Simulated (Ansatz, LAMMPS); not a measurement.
**Electronic structure of amorphous polyacrylonitrile (as short chains C14N4H18) at 360 K (108 atoms)**

Aim: energy, forces, charges and density of states of amorphous polyacrylonitrile (as short chains C14N4H18) at 360 K (108 atoms) at a fixed geometry.

Main program and level: Ansatz 0.2.0; Kohn-Sham DFT, PBE+D3(BJ), PAW (set soft_2), plane waves.

## 1. Starting point

The cell holds 108 atoms: 42 C, 12 N and 54 H. Its edges and angles: a = 10.346 Å, b = 10.346 Å, c = 10.346 Å, α = 90.0°, β = 90.0°, γ = 90.0°. 3 polyacrylonitrile chains of 4 units with methyl end groups placed at random, at 1.09 g/cm³; overlaps pushed apart, then 20 ps at 800 K with MMFF94 bonds, angles, torsions, charges and radii (Halgren, J. Comput. Chem. 17, 490 (1996)) in harmonic and 12-6 forms. Snapshot after 30 ps at 360 K and fixed volume.

Before any run, some limits are plain. The network of contacts between molecules at the start is that of the classical potential that made the cell, and needn't be the one that DFT or experiment would give. The density was typed from a rule of thumb and may lie off the real one at this temperature. The Brillouin zone is sampled at Γ only, in a cell whose shortest periodic width is 10 Å.

## 2. How the cell was made

A classical potential makes the cell, at a small fraction of what the same run would cost in DFT.

This step: classical MD, MMFF94 bonds, angles, torsions, charges and radii (Halgren, J. Comput. Chem. 17, 490 (1996)) in harmonic and 12-6 forms; charges of ions scaled by 0.8 (LAMMPS 22 Jul 2025 - Update 4).

Input file in.lmp:

```
# amorphous polyacrylonitrile
units real
atom_style full
boundary p p p
bond_style harmonic
angle_style harmonic
dihedral_style opls
improper_style harmonic
special_bonds lj 0 0 0.5 coul 0 0 0.75
read_data data.lmp
neigh_modify delay 0 every 1 check yes one 4000
comm_modify cutoff 12.0
timestep 0.5
thermo_style custom step time temp pe press density
thermo_modify norm yes
# push overlapping molecules apart
pair_style soft 2.6
pair_coeff * * 0.0
variable a equal ramp(1,60)
fix ad all adapt 1 pair soft a * * v_a
velocity all create 800 652225 mom yes dist gaussian
fix lim all nve/limit 0.03
fix lan all langevin 800 800 50 652226 zero yes
thermo 1000
run 3000 post no
unfix ad
pair_style lj/cut/coul/long 9.0
pair_modify mix arithmetic tail yes
pair_coeff 1 1 0.0678 3.3680   # C
pair_coeff 2 2 0.0678 3.5530   # C
pair_coeff 3 3 0.0721 3.3270   # N
pair_coeff 4 4 0.0216 2.5400   # H
kspace_style pppm 1.0e-4
thermo 100
# [... 16 lines left out ...]
compute msd all msd com yes
thermo 7500
fix md all nvt temp 360 360 100
run 30000 post no
print "== T360: mean square displacement over the hold $(c_msd[4]:%.2f) A^2"
unfix md
uncompute msd
write_dump all custom T360.dump id type xs ys zs modify sort id
```

Started as:

```console
> lmp -in in.lmp -log none -nocite
```

Numbers of over 12 decimals in the logs are rounded to 6 here.

Log:

```text
LAMMPS (22 Jul 2025 - Update 4)
Reading data file ...
  orthogonal box = (0 0 0) to (10.34621 10.34621 10.34621)
  108 atoms
  orthogonal box = (0 0 0) to (10.34621 10.34621 10.34621)
  105 bonds
  192 angles
  243 dihedrals
   Step          Time           Temp          PotEng         Press         Density
         0   0              800            0.6328071     -10494.145      1.0899999
      1000   500            585.61407      2.4573994      20899.642      1.0899999
      2000   1000           587.37947      2.7454456      24845.769      1.0899999
      3000   1500           654.41484      2.6269611      50493.382      1.0899999
WARNING: Bond/angle/dihedral extent > half of periodic box length
Loop time of 0.266697 s on 1 MPI rank(s) for 3000 steps with 108 atoms
PPPM initialization ...
  G vector (1/distance) = 0.27641437
  grid = 5 5 5
  estimated relative force accuracy = 3.2083384e-05
[... 28 lines left out ...]
Loop time of 7.95799 s on 1 MPI rank(s) for 20000 steps with 108 atoms
WARNING: Bond/angle/dihedral extent > half of periodic box length
   Step          Time           Temp          PotEng         Press         Density
[... 4 lines left out ...]
WARNING: Bond/angle/dihedral extent > half of periodic box length
Loop time of 7.72282 s on 1 MPI rank(s) for 20000 steps with 108 atoms
WARNING: Bond/angle/dihedral extent > half of periodic box length
   Step          Time           Temp          PotEng         Press         Density
[... 2 lines left out ...]
     52500   51500          356.80016     -0.022673292    3527.6586      1.0899999
     60000   59000          396.00357      0.14108232     27520.655      1.0899999
     67500   66500          341.34997      0.10904148     20338.077      1.0899999
     72000   71000          331.04009      0.065199611   -2345.8643      1.0899999
WARNING: Bond/angle/dihedral extent > half of periodic box length
Loop time of 11.3552 s on 1 MPI rank(s) for 30000 steps with 108 atoms
== T360: mean square displacement over the hold 0.70 A^2
```

Elapsed: 28 s, on 1 thread of Arm Neoverse V2, shared host; peak memory 0.12 GiB.

The input also reads data.lmp (atoms, bonds and types; not printed here).

## 3. Plane-wave single point

One self-consistent run at the given positions yields energy and forces.

Input file input.yaml:

```yaml
crystal:
  lattice:
    - [10.34621, 0.0, 0.0]
    - [0.0, 10.34621, 0.0]
    - [0.0, 0.0, 10.34621]
  atoms:
    - { symbol: C, position: [0.29437, 0.84302, 0.92806] }
    - { symbol: C, position: [0.23245, 0.87163, 0.05946] }
    - { symbol: C, position: [0.1596, 0.74777, 0.11587] }
    - { symbol: C, position: [0.24125, 0.67466, 0.20964] }
    - { symbol: "N", position: [0.31842, 0.63169, 0.2732] }
    - { symbol: C, position: [0.03895, 0.79598, 0.17901] }
    - { symbol: C, position: [0.9358, 0.83356, 0.07671] }
    - { symbol: C, position: [0.8923, 0.96998, 0.10923] }
    - { symbol: "N", position: [0.85146, 0.06772, 0.14753] }
    - { symbol: C, position: [0.81622, 0.74732, 0.10289] }
    - { symbol: C, position: [0.73874, 0.71776, 0.98262] }
    - { symbol: C, position: [0.81826, 0.63532, 0.89845] }
    - { symbol: "N", position: [0.89002, 0.58698, 0.82095] }
    - { symbol: C, position: [0.60989, 0.64896, 0.02102] }
    - { symbol: C, position: [0.59368, 0.55472, 0.1305] }
    - { symbol: C, position: [0.61832, 0.61596, 0.25177] }
    - { symbol: "N", position: [0.64305, 0.66631, 0.35] }
    - { symbol: C, position: [0.68158, 0.43535, 0.10987] }
    - { symbol: H, position: [0.32577, 0.92933, 0.87666] }
    - { symbol: H, position: [0.38184, 0.78058, 0.92939] }
    - { symbol: H, position: [0.22738, 0.79199, 0.86314] }
    - { symbol: H, position: [0.30686, 0.89932, 0.12581] }
    - { symbol: H, position: [0.16181, 0.95598, 0.05137] }
    - { symbol: H, position: [0.13358, 0.67766, 0.03792] }
    - { symbol: H, position: [0.98083, 0.72774, 0.24286] }
    - { symbol: H, position: [0.07633, 0.88172, 0.23304] }
    - { symbol: H, position: [0.97004, 0.83327, 0.97837] }
    - { symbol: H, position: [0.84864, 0.65263, 0.14437] }
    - { symbol: H, position: [0.74996, 0.78651, 0.17573] }
    - { symbol: H, position: [0.72055, 0.80698, 0.92934] }
    - { symbol: H, position: [0.59054, 0.58859, 0.93525] }
    - { symbol: H, position: [0.53407, 0.71597, 0.03129] }
    - { symbol: H, position: [0.49736, 0.51919, 0.10941] }
    - { symbol: H, position: [0.66771, 0.35528, 0.17252] }
    - { symbol: H, position: [0.78016, 0.46958, 0.12003] }
    - { symbol: H, position: [0.67757, 0.39854, 0.01062] }
    - { symbol: C, position: [0.94406, 0.6132, 0.49456] }
    - { symbol: C, position: [0.92878, 0.48768, 0.42478] }
    - { symbol: C, position: [0.85513, 0.38373, 0.50445] }
    - { symbol: C, position: [0.71585, 0.40352, 0.48108] }
    - { symbol: "N", position: [0.60366, 0.41601, 0.47244] }
    - { symbol: C, position: [0.88545, 0.24226, 0.46736] }
    - { symbol: C, position: [0.81408, 0.1362, 0.54307] }
    - { symbol: C, position: [0.87073, 0.01039, 0.5095] }
    - { symbol: "N", position: [0.93597, 0.92808, 0.46794] }
    - { symbol: C, position: [0.81327, 0.14941, 0.68797] }
    - { symbol: C, position: [0.94854, 0.17879, 0.74561] }
    - { symbol: C, position: [0.01257, 0.05861, 0.76554] }
    - { symbol: "N", position: [0.06047, 0.96072, 0.78594] }
    - { symbol: C, position: [0.9324, 0.26331, 0.86145] }
    - { symbol: C, position: [0.05653, 0.33682, 0.9] }
    - { symbol: C, position: [0.04098, 0.39764, 0.02732] }
    - { symbol: "N", position: [0.03233, 0.43874, 0.13128] }
    - { symbol: C, position: [0.18544, 0.26202, 0.90557] }
    - { symbol: H, position: [0.96332, 0.5983, 0.59518] }
    - { symbol: H, position: [0.84823, 0.67029, 0.48996] }
    - { symbol: H, position: [0.01565, 0.68477, 0.45749] }
    - { symbol: H, position: [0.01638, 0.44661, 0.38353] }
    - { symbol: H, position: [0.87748, 0.51942, 0.34172] }
    - { symbol: H, position: [0.87731, 0.39022, 0.60919] }
    - { symbol: H, position: [0.99737, 0.23639, 0.47385] }
    - { symbol: H, position: [0.85615, 0.21795, 0.3698] }
    - { symbol: H, position: [0.71359, 0.13218, 0.51225] }
    - { symbol: H, position: [0.75688, 0.07757, 0.7342] }
    - { symbol: H, position: [0.75601, 0.2362, 0.70101] }
    - { symbol: H, position: [0.00931, 0.23349, 0.67517] }
    - { symbol: H, position: [0.8806, 0.21323, 0.94166] }
    - { symbol: H, position: [0.86106, 0.34376, 0.83822] }
    - { symbol: H, position: [0.08161, 0.41187, 0.8338] }
    - { symbol: H, position: [0.17423, 0.18443, 0.97457] }
    - { symbol: H, position: [0.22901, 0.2313, 0.81613] }
    - { symbol: H, position: [0.2584, 0.32646, 0.95322] }
    - { symbol: C, position: [0.48716, 0.41807, 0.75134] }
    - { symbol: C, position: [0.42897, 0.54756, 0.73191] }
    - { symbol: C, position: [0.35719, 0.55835, 0.6036] }
    - { symbol: C, position: [0.24696, 0.47472, 0.59978] }
    - { symbol: "N", position: [0.16146, 0.39872, 0.59453] }
    - { symbol: C, position: [0.30739, 0.69916, 0.57819] }
    [... 24 atom lines left out ...]
    - { symbol: H, position: [0.3006, 0.15215, 0.54941] }
    - { symbol: H, position: [0.43787, 0.23562, 0.46883] }
    - { symbol: H, position: [0.22782, 0.29765, 0.39504] }
    - { symbol: H, position: [0.1339, 0.09636, 0.40196] }
    - { symbol: H, position: [0.09216, 0.16544, 0.2428] }
    - { symbol: H, position: [0.19342, 0.03384, 0.27015] }
kpoints:
  mp_grid: { grid: [1, 1, 1] }
hamiltonian:
  xc: pbe
  dispersion: d3bj
scf:
  occupations: { method: fixed }
output:
  forces: true
  stress: true
  populations: true
  dos:
    method: { smearing: { sigma: 0.08 } }
    de: 0.1
    projected: { site_lists: { C: [C], H: [H], "N": ["N"] } }
  eigenvalues: true
  write_density: true
  write_potential: true
  volumetric_format: npy
```

Started as:

```console
> ansatz run input.yaml --threads 8 --pin off --max-ram 15872MiB --backend cpu --events-out ev --progress --plain --runs-dir out
```

Log:

```text
Engine: ansatz 0.2.0, aarch64-unknown-linux-gnu
Pseudopotentials: kind: paw
Pseudopotential: C, paw, valence charge 4, recommended cutoff 420 eV (normal), C.paw.azcp
Pseudopotential: N, paw, valence charge 5, recommended cutoff 420 eV (normal), N.paw.azcp
Pseudopotential: H, paw, valence charge 1, recommended cutoff 420 eV (normal), H.paw.azcp
Functional definition: PBE
  parameter kappa = 0.804
  parameter beta = 0.066725
  exchange = pbe_x(kappa = kappa, mu = beta*pi^2/3)
  correlation = pbe_c(beta = beta)
Crystal: 108 atoms, lattice volume = 1107.500 Å³
Basis set: ecut = 420 eV, 21631 PW (Γ), exchange–correlation on 144×144×144 points (8 copies of the dense FFT grid, shifted against one another)
Bands: 249, of which v1, the nominal top of the filled ones, is band 141 counted from 1 (140 counted from 0)
Symmetry: 1 space group operations
Space group: P1 (ITA 1), of the structure as read, at distance tolerance 1.0e-4 Å
k-points: 1
Non-local potential: C, projectors of the file, l = 0: 2, l = 1: 2, l = 2: 1
Non-local potential: N, projectors of the file, l = 0: 2, l = 1: 2, l = 2: 1
Non-local potential: H, projectors of the file, l = 0: 2, l = 1: 1
PAW form: soft (Blöchl's): semilocal exchange-correlation on the pseudo side does not see the compensation charge
PAW one-centre angular grid: C, 110 points (default); XC on 64 Gauss nodes
PAW one-centre angular grid: N, 110 points (default); XC on 64 Gauss nodes
PAW one-centre angular grid: H, 110 points (default); XC on 64 Gauss nodes
Initial density: superposition of atomic densities (neutral atoms: chi_scale 0, normalization atom), corrected by the library's trained network
Initial wavefunctions: pseudopotential atomic-orbital guess
Functional: x = pbe(κ = 0.804, μ = 0.219515), c = pbe(β = 0.066725)
SCF iter   1: F=—  HF=-16006.485207 eV  |F-HF|=—  |Δ(HF+E_count)|=         —  Δρ=5.15e-3  dr2=4.42e-1  ethr=1.77e-3  ⟨swp⟩=5.0  Hψ=868  notcnv=0  defer=104
preconditioner: auto → Resta (q_TF=auto, 2.172 Å⁻¹)  ε∞=2.5  [insulator: Δε(μ)=5.907 eV  Ē_g=15.072 eV  n_scr=178 (ndim 8)  ℏωp=18.7 eV  f_vac=0.184  ε∞_Penn≈2.5]
SCF iter   2: F=—  HF=-16006.449246 eV  |F-HF|=—  |Δ(HF+E_count)|=   3.60e-2  Δρ=2.83e-3  dr2=9.54e-2  ethr=1.57e-4  ⟨swp⟩=2.0  Hψ=428  notcnv=0  defer=105
SCF iter   3: F=—  HF=-16006.448603 eV  |F-HF|=—  |Δ(HF+E_count)|=   6.43e-4  Δρ=1.47e-3  dr2=3.14e-2  ethr=3.38e-5  ⟨swp⟩=3.0  Hψ=288  notcnv=0  defer=106
SCF iter   4: F=—  HF=-16006.449682 eV  |F-HF|=—  |Δ(HF+E_count)|=   1.08e-3  Δρ=4.66e-4  dr2=3.27e-3  ethr=1.11e-5  ⟨swp⟩=3.0  Hψ=289  notcnv=0  defer=106
SCF iter   5: F=—  HF=-16006.450197 eV  |F-HF|=—  |Δ(HF+E_count)|=   5.15e-4  Δρ=2.10e-4  dr2=5.95e-4  ethr=1.16e-6  ⟨swp⟩=2.0  Hψ=281  notcnv=0  defer=106
SCF iter   6: F=—  HF=-16006.450268 eV  |F-HF|=—  |Δ(HF+E_count)|=   7.11e-5  Δρ=1.38e-4  dr2=2.58e-4  ethr=2.11e-7  ⟨swp⟩=2.0  Hψ=288  notcnv=0  defer=106
SCF iter   7: F=—  HF=-16006.450231 eV  |F-HF|=—  |Δ(HF+E_count)|=   3.68e-5  Δρ=2.97e-5  dr2=1.15e-5  ethr=9.16e-8  ⟨swp⟩=2.0  Hψ=282  notcnv=0  defer=106
SCF iter   8: F=—  HF=-16006.451317 eV  |F-HF|=—  |Δ(HF+E_count)|=   1.09e-3  Δρ=2.25e-5  dr2=6.80e-6  ethr=4.09e-9  ⟨swp⟩=2.0  Hψ=386  notcnv=0  defer=106
SCF iter   9: F=—  HF=-16006.451316 eV  |F-HF|=—  |Δ(HF+E_count)|=   6.40e-7  Δρ=5.15e-6  dr2=2.77e-7  ethr=2.41e-9  ⟨swp⟩=2.0  Hψ=283  notcnv=0  defer=106
SCF iter  10: F=-16006.451317 eV  HF=-16006.451317 eV  |F-HF|=8.89e-9  |Δ(HF+E_count)|=   2.11e-7  Δρ=2.11e-6  dr2=5.78e-8  ethr=3.55e-11  ⟨swp⟩=22.0  Hψ=2377  notcnv=0
SCF 1 converged in 10 iterations: F = -16006.451317 eV  dr2 = 5.78e-8
  greatest PAW one-centre occupation: 0.846 electrons in one spin orbital (limit 2), on the N atom at site 4 (counted from 0), in its partial waves of l = 0
WARN: The input density's exchange-correlation potential varies sharply where the density is thin. Do not read a vacuum level from v_tot or v_xc, or from such a field of the output density. On a cell that repeats whose density bears no net charge and no dipole along the vacuum's axis use v_es (v_loc + v_h of the components); [...]
SCF converged after 10 iterations
Free energy (F): -16006.451317 eV
Harris-Foulkes:  -16006.451317 eV  (|F-HF|=8.89e-9)
Internal energy: -16006.451317 eV  (E = F + TS)
E sigma→0 (E₀):  -16006.451317 eV
Fermi energy:    -1.609507 eV
--- Per-component energies (eV) ---
  E_band       = -2004.258979
  E_kinetic    = 6083.085715
  E_local      = -17374.770205  (includes V_loc(G=0)·N_el)
  E_nonlocal   = 1812.024905
  E_hartree    = 6017.524440
  E_xc         = -3201.016359
  E_vxc        = -4005.796072  (∫ρ·V_xc dr)
  E_paw        = -5730.532256  (= ΣΔE_a)
  E_vpaw       = -553.779927  (= ΣTr[D̂ρ^β])
  E_aug_tail   = -0.072571  (compensation charges beyond the density's cutoff)
  E_ewald      = -3605.878699
  E_disp       = -6.816287  (pairwise vdW)
  E_smearing   = -0.000000  (= −TS)
  E_closure    = 0.000000  (closes the sum)
  Σ components = -16006.451317   (vs F -16006.451317, Δ=0.00e0)
--- Forces (eV/Å), atoms counted from 1 ---
  atom   1  C      0.28342069    -0.61904375    -0.35054881
  atom   2  C     -0.72705356    -0.70967062    -1.02944130
  atom   3  C      0.70259324    -0.71684415    -0.32595586
  atom   4  C     -3.10988693     2.71400986    -3.69262367
  atom   5  N      2.95025720    -2.03874376     2.89642669
  atom   6  C     -0.90644495     0.33776392     1.04762108
  atom   7  C     -1.13676300     1.78944327     2.10843531
  atom   8  C      0.11670700    -0.88042349    -0.29937926
  atom   9  N      0.27701747    -0.07602449    -0.26337641
  atom  10  C      0.47805707    -0.62135082    -0.07492971
  atom  11  C     -0.11775605    -1.04137016     0.81557379
  atom  12  C      2.24503014    -0.83303568    -2.93063321
  atom  13  N     -2.42404367     1.25552937     2.73599439
  atom  14  C      0.78359506    -0.50210427    -2.30575167
[...]
atom 107  H     -0.17741621     0.28677349     0.19962899
  atom 108  H      0.93938202    -1.14917569    -1.04698781
  max |Σ_I F_I| component: 1.08e-4 eV/Å
--- Stress (GPa, compression-positive) ---
        0.249092      -1.159481       0.755941
       -1.159481       1.103320      -1.200641
        0.755942      -1.200641       1.993673
  P = ⅓ Tr σ = 1.1154 GPa (11.154 kbar)
--- Band table (eV) ---
  k-point 0: bands = ["-17.5625", "-17.5429", "-17.4413", "-17.3429", [... 233 levels ...], "10.6615", "10.6846", "10.7188", "10.8791", "10.8995", "10.9617", "10.9775", "11.0136", "11.1467", "11.1966", "11.2666", "11.3306"]
--- Löwdin populations: 108 sites ---
  site symbol       q [e]
     0      C      4.4428
     1      C      4.2478
     2      C      4.1256
[...]
107      H      0.8204
  spilling = 0.012175 (of n_electrons = 282.000000)
```

Wall time 6.4 s (8 threads of Arm Neoverse V2, shared host); peak memory 1.2 GiB.

The column dr2 measures how far the density is from self-consistency, as an energy; F and HF (Harris–Foulkes) agree once it is small.

The program notes that the exchange-correlation potential is rough where the density is thin.

The run gave:

```
free energy                                      : -16006.4513 eV
free energy per atom                             : -148.2079 eV/atom
SCF cycles                                       : 10
pressure                                         : 1.115 GPa
r.m.s. force component                           : 0.9717 eV/Å
longest force                                    : 5.538 eV/Å
Fermi energy                                     : -1.61 eV
gap (highest filled to lowest empty level) : 5.701 eV
spilling of the projection                       : 0.01218
```

Neighbours are counted within 1.34 Å (H-C), 1.85 Å (C-C), 1.62 Å (C-N).

Length of the force by element and coordination:

```csv
element,coordination,atoms,mean length of the force (eV/Å),spread,least,most
C,all,42,1.74,1.02,0.563,5.54
C,2,12,2.15,1.55,0.563,5.54
C,4,30,1.57,0.625,0.596,2.99
H,all,54,0.956,0.440,0.245,1.82
N,all,12,1.98,1.56,0.262,4.76
```

Löwdin charges by element and coordination (they lack the spilled electrons, 0.032 e an atom on average):

```csv
element,coordination,atoms,mean charge (e),spread,least,most
C,all,42,-0.115,0.222,-0.455,0.224
C,2,12,0.2,0.0137,0.175,0.224
C,4,30,-0.241,0.117,-0.455,-0.117
H,all,54,0.199,0.0222,0.164,0.248
N,all,12,-0.208,0.0173,-0.245,-0.173
```

States in the cell by windows of 1 eV, zero at the Fermi level; the larger projections on atomic orbitals stand beside the total:

```csv
from (eV),to (eV),total,C p,N p,H s,C s
-10,-9,6.1,2.4,0.0,1.1,2.3
-9,-8,15.7,6.8,0.0,3.2,5.3
-8,-7,2.2,0.8,0.0,0.7,0.7
-7,-6,12.0,8.3,0.1,2.0,1.1
-6,-5,17.1,12.4,0.2,2.8,1.2
-5,-4,13.8,10.0,0.4,2.4,0.6
-4,-3,26.9,18.3,1.6,5.2,1.0
-3,-2,35.7,18.5,6.6,7.4,1.0
-2,-1,53.9,22.4,20.0,6.5,0.5
-1,0,37.5,18.6,12.4,5.4,0.3
0,1,1.0,0.5,0.3,0.2,0.0
1,5,0.0,0.0,0.0,0.0,0.0
```

The curve was stored every 0.10 eV, coarse against its broadening of 0.08 eV, so these counts are rough.

With fixed occupations the program's Fermi level is the highest filled level; weight inside the gap is the broadening of levels at its edges.

Between -16 and -10 eV lie 60 more states.

The levels nearest the highest filled one (over half full), pooled over k-points and spins:

```csv
level less the highest filled one (eV),occupation
-0.406,2
-0.360,2
-0.308,2
-0.211,2
-0.188,2
0,2
5.70,0
5.85,0
5.86,0
5.97,0
6.02,0
6.13,0
```

(Part 1 of 2 ends here.)

[Logs are printed without paths, hosts, clocks, repeated set-up lines and the standing remarks that a program may print on its own settings, such as how far it seeks lower states.]

[Hosts, paths, dates, database ids (printed as entryN), source tags and the programs' standing remarks are cut or masked in the printed files.]

[The MMFF94 radii named for the starting cell were scaled by 0.96; in molecules described by MMFF94, hydrogen bound to N, O or S took a small fixed 12-6 site in their place.]
